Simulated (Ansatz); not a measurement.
Consider Cs2TcCl6 (started from the K2PtCl6 type) (Fm-3m).

The structure was built from a prototype and need not be the compound's stable phase.

It takes space group Fm-3m (No. 225, cubic). The conventional cell has a = 9.758 Å, b = 9.758 Å, c = 9.758 Å, α = 90.00°, β = 90.00°, γ = 90.00°. Nearest to Cs lie 12 Cl at 3.45 Å. Tc has 6 Cl at 2.32 Å nearest. Nearest to Cl lie 1 Tc at 2.32 Å and 4 Cs at 3.45 Å. Farther neighbours and most contacts between anions are not listed.

```yaml
crystal:
  lattice:
    - [0.00000, 4.87891, 4.87891]
    - [4.87891, 0.00000, 4.87891]
    - [4.87891, 4.87891, 0.00000]
  atoms:
    - { symbol: Cs, position: [0.25000, 0.25000, 0.25000] }
    - { symbol: Cs, position: [0.75000, 0.75000, 0.75000] }
    - { symbol: Tc, position: [0.00000, 0.00000, 0.00000] }
    - { symbol: Cl, position: [0.23797, 0.23797, 0.76203] }
    - { symbol: Cl, position: [0.76203, 0.76203, 0.23797] }
    - { symbol: Cl, position: [0.23797, 0.76203, 0.23797] }
    - { symbol: Cl, position: [0.76203, 0.23797, 0.76203] }
    - { symbol: Cl, position: [0.76203, 0.23797, 0.23797] }
    - { symbol: Cl, position: [0.23797, 0.76203, 0.76203] }
```

The structure was relaxed with LDA. The structure type comes from a generator and need not be one that this composition takes. The structure was generated from a model, not taken from a measurement. The runs that relaxed it are not among those shown. The program's search for lower electronic states was switched off, so nothing shows that the state found is the lowest. Spin-orbit coupling is left out unless a run names it. PAW set soft_2, made with PBE.

A constrained-RPA run (Ansatz 0.2.0; non-magnetic LDA; Tc d, bands v2 to c3, 2×2×2 mesh, medium accuracy) builds 5 functions on bands 3.5 eV wide, with 3.0 electrons in the window. The bare on-site interaction is 10.3 eV and the bare J 0.31 eV.

**Question.** What U and J survive the screening?

On the Tc d shell, U = 2.96 eV (29 % of the bare value), U′ = 2.45 eV, J = 0.22 eV.

The parent state is non-magnetic and the interaction static (zero frequency); U depends on the window and the orbitals, so it belongs to this model alone. Coarse meshes can leave U off its limit, most where the target bands are metallic.

[Paths, hosts, dates, memory and timing lines, banners, echoed tables and standing remarks are left out of the program output.]

[Logs are printed without paths, hosts, clocks, repeated set-up lines and the standing remarks that a program may print on its own settings, such as how far it seeks lower states.]

[Runs of the session that timed out or met a known fault of the program may be left out.]

[Hosts, paths, dates, database ids (printed as entryN), source tags and the programs' standing remarks are cut or masked in the printed files.]
